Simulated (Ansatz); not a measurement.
Planning a run of Ansatz 0.2.0 on Bi2Te3 (quintuple layer). The input:

```yaml
crystal:
  lattice:
    - [4.4255494105, 0.0, 0.0]
    - [-2.2127747053, 3.8326382152, 0.0]
    - [0.0, 0.0, 38.3]
  atoms:
    - { symbol: Te, position: [0.0, 0.0, 0.5] }
    - { symbol: Bi, position: [0.3333333333, 0.6666666667, 0.5538264211] }
    - { symbol: Bi, position: [0.6666666667, 0.3333333333, 0.4461735789] }
    - { symbol: Te, position: [0.6666666667, 0.3333333333, 0.5988334388] }
    - { symbol: Te, position: [0.3333333333, 0.6666666667, 0.4011665612] }
  periodic: [true, true, false]
kpoints:
  mp_grid: { grid: [6, 6, 1] }
hamiltonian:
  xc: pbe
  pseudopotentials: { kind: paw, azcp: { folder: soft_1 } }
scf:
  occupations: { method: fixed }
gw:
  n_empty_bands: 127
  ecut_chi: 19.5
  qp_bands: [v2, c2]
  qp_kpoints: band_edges
  screening: { model: contour_deformation }
```

```sh
ansatz run input.yaml --threads 4 --pin off --max-ram 17510MiB --backend cpu --events-out ev --progress --plain --runs-dir out
```

Question: How long will it take on 4 threads of Arm Neoverse V1, shared host, and how much memory?

It took 72 s; on shared hardware allow 36 s to 2.4 min. Peak host memory was 1.6 GiB. The sizes that set the cost: 12783 plane waves a state, 7 irreducible k points, 166 bands summed, 141 plane waves in the screening and 10 SCF cycles.

The screening grows as filled bands × empty bands × pairs of k points, times the square of the screening basis for the matrix.

[Paths, hosts, dates, memory and timing lines, banners, echoed tables and standing remarks are left out of the program output.]

[Logs are printed without paths, hosts, clocks, repeated set-up lines and the standing remarks that a program may print on its own settings, such as how far it seeks lower states.]

[Runs of the session that timed out or met a known fault of the program may be left out.]

[Cells called generated may have been cut or substituted from an entry of the Crystallography Open Database or the Materials Project.]

[Hosts, paths, dates, database ids (printed as entryN), source tags and the programs' standing remarks are cut or masked in the printed files.]
